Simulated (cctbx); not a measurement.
**Accept or mend?**

Cell a = 11.9640 Å, b = 7.1170 Å, c = 8.9310 Å, α = 90.00°, β = 90.00°, γ = 90.00°; space group Cmcm (no. 63). The compound is Gd2Mn9Ir3.

The data are simulated with cctbx, not measured: Ga Kα, λ = 1.3414 Å, to d = 0.8 Å, 70 % of the full sphere, strongest reflection 5000 counts, noise from counting, a 6 % proportional error and a noise floor of 8 counts (s.d.); no absorption.

An anisotropic refinement with weights 1/σ² prints:

```text
Rint 0.062, 110 unique reflections to 1.31 A
cycle     R1     wR2    GooF  max shift (A)
   1  0.0219  0.0534   1.043   0.00728
   3  0.0170  0.0415   0.810   0.00028
final R1 0.0170 wR2 0.0415 GooF 0.810  parameters 40  data/parameter 2.8
atom        x        y        z      Ueq    occ   su(xyz)  su(Uiso or U11)
Ir1    0.66695  0.00000  0.50000   0.0088  1.000  0.00016  0.0019
Ir2    0.00000  0.00000  0.50000   0.0138  1.000  0.00000  0.0024
Gd1    0.66218  0.32839  0.25000   0.0120  1.000  0.00038  0.0022
Mn1    0.16687  0.83556  0.93543   0.0165  1.000  0.00075  0.0041
Mn2    0.40037  0.94450  0.25000   0.0165  1.000  0.00085  0.0062
Mn3    0.50000  0.35422  0.75000   0.0140  1.000  0.00137  0.0075  NPD
Mn4    0.50000  0.82927  0.54459   0.0144  1.000  0.00121  0.0053
difference map: max 0.93 min -0.90 rms 0.29
Q1    0.2175  0.2576  0.5950   16    0.95  1.51 A from Mn1
Q2    0.2481  0.1382  0.2500    8    0.70  1.73 A from Gd1
Q3    0.0000  0.2881  0.1515    8    0.69  1.34 A from Mn3
Q4    0.1910  0.4331  0.1206   16    0.66  1.21 A from Ir1
Q5    0.2254  0.0116  0.0638   16    0.64  1.29 A from Mn1
Q6    0.0000  0.1027  0.2500    4    0.57  0.31 A from Mn3
```

**Question.** Can this result stand? If not, what is the likely fault?

Mend it. The fault: data cut at low resolution. Against the right model at the same level, R1 goes from 0.0281 to 0.0170 and GooF from 0.91 to 0.81 and Mn3 goes non-positive-definite. The atoms are right, but there are too few data for the parameters: R1 flatters and the s.u.s grow. Data per parameter fall from 10.8 to 2.8.

The compound is Gd2Mn9Ir3. The right model at the same level gives:

```text
Rint 0.079, 430 unique reflections to 0.80 A
cycle     R1     wR2    GooF  max shift (A)
   1  0.0307  0.0698   0.965   0.00340
   2  0.0281  0.0654   0.905   0.00000
final R1 0.0281 wR2 0.0654 GooF 0.905  parameters 40  data/parameter 10.8
atom        x        y        z      Ueq    occ   su(xyz)  su(Uiso or U11)
Ir1    0.66673  0.00000  0.50000   0.0093  1.000  0.00009  0.0004
Ir2    0.00000  0.00000  0.50000   0.0136  1.000  0.00000  0.0007
Gd1    0.66231  0.32793  0.25000   0.0124  1.000  0.00016  0.0005
Mn1    0.16690  0.83594  0.93461   0.0137  1.000  0.00037  0.0011
Mn2    0.40030  0.94511  0.25000   0.0143  1.000  0.00050  0.0018
Mn3    0.50000  0.35475  0.75000   0.0126  1.000  0.00069  0.0023
Mn4    0.50000  0.82905  0.54499   0.0136  1.000  0.00057  0.0016
difference map: max 4.20 min -3.56 rms 0.90
Q1    0.0000  0.1712  0.7500    4    4.25  1.94 A from Gd1
Q2    0.0000  0.3128  0.7500    4    3.79  1.83 A from Mn4
Q3    0.2075  0.4051  0.2500    8    3.78  1.32 A from Mn2
Q4    0.0000  0.1956  0.2500    4    3.65  0.36 A from Mn3
Q5    0.0498  0.1690  0.5216   16    3.03  1.30 A from Mn4
Q6    0.2495  0.0765  0.6103   16    3.01  1.51 A from Ir1
```

Isotropic U is held between 0.0001 and 1 Å² by the program, and listed peak heights are interpolated, so they can pass the grid's maximum.

The model is made up (kin elements in a known structure type, no relaxation), so it says nothing on whether the phase exists.

[Middle refinement cycles are left out of these outputs.]

[Logs are printed without paths, hosts, clocks, repeated set-up lines and the standing remarks that a program may print on its own settings, such as how far it seeks lower states.]
